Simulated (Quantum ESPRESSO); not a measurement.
# Optical response of CdS (Hawleyite), part 2 of 3

Aim: the dielectric function of CdS (Hawleyite), and the optical constants that follow from it.

Quantum ESPRESSO 7.5; DFT, PBE, plane waves with norm-conserving potentials (PseudoDojo), scalar-relativistic, independent-particle optical response without local fields and without the non-local commutator.

So far. Step 2 (Ground state): There is a gap, 1.15 eV on this mesh (points off the mesh can give less), so no carriers' term is needed.

### Step 3. Ground state with the final occupations

Level of this step: DFT, PBE, plane waves with norm-conserving potentials (PseudoDojo), scalar-relativistic, ground state (Quantum ESPRESSO).

With the gap or the metal settled, the ground state is repeated with the fitting occupations, and the later steps take its density.

Input file scf.in:

```
&control
  calculation = 'scf'
  prefix = 'x'
  outdir = './tmp'
  pseudo_dir = './'
  verbosity = 'high'
/
&system
  ibrav = 0
  nat = 2
  ntyp = 2
  ecutwfc = 90
  occupations = 'fixed'
/
&electrons
  conv_thr = 1e-09
  electron_maxstep = 100
/
ATOMIC_SPECIES
  Cd 1.0 Cd.upf
  S 1.0 S.upf
CELL_PARAMETERS angstrom
  0.000000000000 2.916500000000 2.916500000000
  2.916500000000 0.000000000000 2.916500000000
  2.916500000000 2.916500000000 0.000000000000
ATOMIC_POSITIONS crystal
  Cd 0.000000000000 0.000000000000 0.000000000000
  S 0.750000000000 0.750000000000 0.750000000000
K_POINTS automatic
  7 7 7 0 0 0
```

Run with:

```console
$ mpirun -n 4 pw.x -nk 4 -in scf.in
```

The log of the run:

```text
[banner, memory and clock lines left out]

     using ibrav=0 with symmetry is DISCOURAGED, use correct ibrav instead

     G-vector sticks info

     bravais-lattice index     =            0
     lattice parameter (alat)  =       7.7943  a.u.
     unit-cell volume          =     334.8209 (a.u.)^3
     number of atoms/cell      =            2
     number of atomic types    =            2
     number of electrons       =        26.00
     number of Kohn-Sham states=           13
     kinetic-energy cutoff     =      90.0000  Ry
     charge density cutoff     =     360.0000  Ry
     scf convergence threshold =      1.0E-09
     mixing beta               =       0.7000
     number of iterations used =            8  plain     mixing
     Exchange-correlation= PBE
                           (   1   4   3   4   0   0   0)

     celldm(1)=   7.794277  celldm(2)=   0.000000  celldm(3)=   0.000000
     celldm(4)=   0.000000  celldm(5)=   0.000000  celldm(6)=   0.000000

     crystal axes: (cart. coord. in units of alat)
               a(1) = (   0.000000   0.707107   0.707107 )
               a(2) = (   0.707107   0.000000   0.707107 )
               a(3) = (   0.707107   0.707107   0.000000 )

     reciprocal axes: (cart. coord. in units 2 pi/alat)
               b(1) = ( -0.707107  0.707107  0.707107 )
               b(2) = (  0.707107 -0.707107  0.707107 )
               b(3) = (  0.707107  0.707107 -0.707107 )

     ./Cd.upf
     Pseudo is Norm-conserving + core correction, Zval = 20.0
     Generated using ONCVPSP code by D. R. Hamann
     Using radial grid of 1368 points,  6 beta functions with:
                l(1) =   0
                l(2) =   0
                l(3) =   1
                l(4) =   1
                l(5) =   2
                l(6) =   2

     ./S.upf
     Pseudo is Norm-conserving + core correction, Zval =  6.0
     Generated using ONCVPSP code by D. R. Hamann
     Using radial grid of 1146 points,  6 beta functions with:
                l(1) =   0
                l(2) =   0
                l(3) =   1
                l(4) =   1
                l(5) =   2
                l(6) =   2

     atomic species   valence    mass     pseudopotential
     Cd               20.00     1.00000     Cd( 1.00)
     S                 6.00     1.00000     S ( 1.00)

     24 Sym. Ops. (no inversion) found

                                    s                        frac. trans.

     [... symmetry matrices left out ...]
   Cartesian axes

     site n.     atom                  positions (alat units)
         1        Cd     tau(   1) = (   0.0000000   0.0000000   0.0000000  )
         2        S      tau(   2) = (   1.0606602   1.0606602   1.0606602  )

   Crystallographic axes

     site n.     atom                  positions (cryst. coord.)
         1        Cd     tau(   1) = (  0.0000000  0.0000000  0.0000000  )
         2        S      tau(   2) = (  0.7500000  0.7500000  0.7500000  )

     number of k points=    20
                       cart. coord. in units 2pi/alat
        k(    1) = (   0.0000000   0.0000000   0.0000000), wk =   0.0058309
        k(    2) = (   0.1010153   0.1010153  -0.1010153), wk =   0.0466472
        k(    3) = (   0.2020305   0.2020305  -0.2020305), wk =   0.0466472
        k(    4) = (   0.3030458   0.3030458  -0.3030458), wk =   0.0466472
        k(    5) = (   0.2020305  -0.0000000   0.0000000), wk =   0.0349854
        k(    6) = (   0.3030458   0.1010153  -0.1010153), wk =   0.1399417
        k(    7) = (   0.4040610   0.2020305  -0.2020305), wk =   0.1399417
        k(    8) = (  -0.2020305  -0.4040610   0.4040610), wk =   0.1399417
        k(    9) = (  -0.1010153  -0.3030458   0.3030458), wk =   0.1399417
        k(   10) = (  -0.0000000  -0.2020305   0.2020305), wk =   0.0699708
        k(   11) = (   0.4040610  -0.0000000   0.0000000), wk =   0.0349854
        k(   12) = (   0.5050763   0.1010153  -0.1010153), wk =   0.1399417
        k(   13) = (  -0.1010153  -0.5050763   0.5050763), wk =   0.1399417
        k(   14) = (   0.0000000  -0.4040610   0.4040610), wk =   0.0699708
        k(   15) = (   0.6060915  -0.0000000   0.0000000), wk =   0.0349854
        k(   16) = (  -0.0000000  -0.6060915   0.6060915), wk =   0.0699708
[...]
cryst. coord.
[...]
k(   13) = (  -0.0000000   0.2857143  -0.4285714), wk =   0.1399417
        k(   14) = (  -0.0000000   0.2857143  -0.2857143), wk =   0.0699708
        k(   15) = (   0.0000000   0.4285714   0.4285714), wk =   0.0349854
        k(   16) = (   0.0000000   0.4285714  -0.4285714), wk =   0.0699708
        k(   17) = (   0.1428571   0.2857143   0.4285714), wk =   0.1399417
        k(   18) = (   0.1428571   0.2857143  -0.4285714), wk =   0.2798834
        k(   19) = (   0.1428571   0.4285714  -0.4285714), wk =   0.1399417
        k(   20) = (   0.1428571   0.4285714  -0.2857143), wk =   0.1399417

     Dense  grid:    38709 G-vectors     FFT dimensions: (  48,  48,  48)

     Initial potential from superposition of free atoms

     starting charge      25.9997, renormalised to      26.0000
     Starting wfcs are   14 randomized atomic wfcs

     Self-consistent Calculation

     iteration #  1     ecut=    90.00 Ry     beta= 0.70
     Davidson diagonalization with overlap

            60 MiB given to the printing process from OS
            31 MiB allocation reported by mallinfo(arena+hblkhd)
------------------
     ethr =  1.00E-02,  avg # of iterations =  1.9

     Threshold (ethr) on eigenvalues was too large:
     Diagonalizing with lowered threshold

     Davidson diagonalization with overlap

            63 MiB given to the printing process from OS
            35 MiB allocation reported by mallinfo(arena+hblkhd)
------------------
     ethr =  4.98E-04,  avg # of iterations =  3.0

     total energy              =    -372.77775128 Ry
     estimated scf accuracy    <       0.13153096 Ry

     iteration #  2     ecut=    90.00 Ry     beta= 0.70
     Davidson diagonalization with overlap

            75 MiB given to the printing process from OS
            42 MiB allocation reported by mallinfo(arena+hblkhd)
------------------
     ethr =  5.06E-04,  avg # of iterations =  3.1

     total energy              =    -372.82006361 Ry
     estimated scf accuracy    <       0.06826580 Ry

     iteration #  3     ecut=    90.00 Ry     beta= 0.70
     Davidson diagonalization with overlap

            76 MiB given to the printing process from OS
            43 MiB allocation reported by mallinfo(arena+hblkhd)
------------------
     ethr =  2.63E-04,  avg # of iterations =  2.0

     total energy              =    -372.83277361 Ry
     estimated scf accuracy    <       0.00093413 Ry

     iteration #  4     ecut=    90.00 Ry     beta= 0.70
     Davidson diagonalization with overlap

            78 MiB given to the printing process from OS
            44 MiB allocation reported by mallinfo(arena+hblkhd)
------------------
     ethr =  3.59E-06,  avg # of iterations =  4.8

     total energy              =    -372.83324733 Ry
     estimated scf accuracy    <       0.00019411 Ry

     iteration #  5     ecut=    90.00 Ry     beta= 0.70
     Davidson diagonalization with overlap

            79 MiB given to the printing process from OS
            45 MiB allocation reported by mallinfo(arena+hblkhd)
------------------
     ethr =  7.47E-07,  avg # of iterations =  2.0

     total energy              =    -372.83325282 Ry
     estimated scf accuracy    <       0.00003002 Ry

     iteration #  6     ecut=    90.00 Ry     beta= 0.70
     Davidson diagonalization with overlap

            80 MiB given to the printing process from OS
            46 MiB allocation reported by mallinfo(arena+hblkhd)
------------------
     ethr =  1.15E-07,  avg # of iterations =  3.1

     total energy              =    -372.83326057 Ry
     estimated scf accuracy    <       0.00000020 Ry

     iteration #  7     ecut=    90.00 Ry     beta= 0.70
     Davidson diagonalization with overlap

            81 MiB given to the printing process from OS
            48 MiB allocation reported by mallinfo(arena+hblkhd)
------------------
     ethr =  7.56E-10,  avg # of iterations =  4.5

     total energy              =    -372.83326072 Ry
     estimated scf accuracy    <       0.00000012 Ry

     iteration #  8     ecut=    90.00 Ry     beta= 0.70
     Davidson diagonalization with overlap

            82 MiB given to the printing process from OS
            49 MiB allocation reported by mallinfo(arena+hblkhd)
------------------
     ethr =  4.51E-10,  avg # of iterations =  2.0

     total energy              =    -372.83326072 Ry
     estimated scf accuracy    <          9.0E-09 Ry

     iteration #  9     ecut=    90.00 Ry     beta= 0.70
     Davidson diagonalization with overlap

            84 MiB given to the printing process from OS
            50 MiB allocation reported by mallinfo(arena+hblkhd)
------------------
     ethr =  3.45E-11,  avg # of iterations =  2.9

     End of self-consistent calculation

          k = 0.0000 0.0000 0.0000 (  4909 PWs)   bands (ev):

   -94.3772 -55.4408 -55.4408 -55.4408  -5.3841  -0.7410  -0.7410  -0.7410
    -0.2620  -0.2620   6.9804   6.9804   6.9804

     occupation numbers
     1.0000   1.0000   1.0000   1.0000   1.0000   1.0000   1.0000   1.0000
     1.0000   1.0000   1.0000   1.0000   1.0000

          k = 0.1010 0.1010-0.1010 (  4828 PWs)   bands (ev):

   -94.3769 -55.4407 -55.4406 -55.4406  -5.3039  -0.7121  -0.7121  -0.6695
    -0.2627  -0.2627   5.7535   6.8251   6.8251

     occupation numbers
     1.0000   1.0000   1.0000   1.0000   1.0000   1.0000   1.0000   1.0000
     1.0000   1.0000   1.0000   1.0000   1.0000

          k = 0.2020 0.2020-0.2020 (  4828 PWs)   bands (ev):

   -94.3769 -55.4410 -55.4407 -55.4407  -5.1227  -0.6565  -0.6565  -0.4071
    -0.2528  -0.2528   4.0868   6.5031   6.5031

     occupation numbers
     1.0000   1.0000   1.0000   1.0000   1.0000   1.0000   1.0000   1.0000
     1.0000   1.0000   1.0000   1.0000   1.0000

          k = 0.3030 0.3030-0.3030 (  4844 PWs)   bands (ev):

   -94.3769 -55.4412 -55.4407 -55.4407  -4.9779  -0.6242  -0.6242  -0.2288
    -0.2288   0.0179   2.8020   6.2643   6.2643

     occupation numbers
     1.0000   1.0000   1.0000   1.0000   1.0000   1.0000   1.0000   1.0000
     1.0000   1.0000   1.0000   1.0000   1.0000

     [... further k points left out ...]

     highest occupied level (ev):     6.9804

!    total energy              =    -372.83326073 Ry
     estimated scf accuracy    <          4.9E-10 Ry

     The total energy is the sum of the following terms:
     one-electron contribution =    -249.52102542 Ry
     hartree contribution      =     130.34784890 Ry
     xc contribution           =     -54.84762571 Ry
     ewald contribution        =    -198.81245849 Ry

     convergence has been achieved in   9 iterations

     XML data file, charge density, pseudopotentials, collected wavefunctions

                                        0.00s GPU  (     208 calls)
```

Wall time 5.5 s (4 MPI ranks of Arm Neoverse V2, shared host); peak memory 0.08 GiB.

(Continued in part 3 of 3.)

[Machine, clock, banner and «Message from routine» lines are left out of the logs.]

[Logs are printed without paths, hosts, clocks, repeated set-up lines and the standing remarks that a program may print on its own settings, such as how far it seeks lower states.]

[Hosts, paths, dates, database ids (printed as entryN), source tags and the programs' standing remarks are cut or masked in the printed files.]
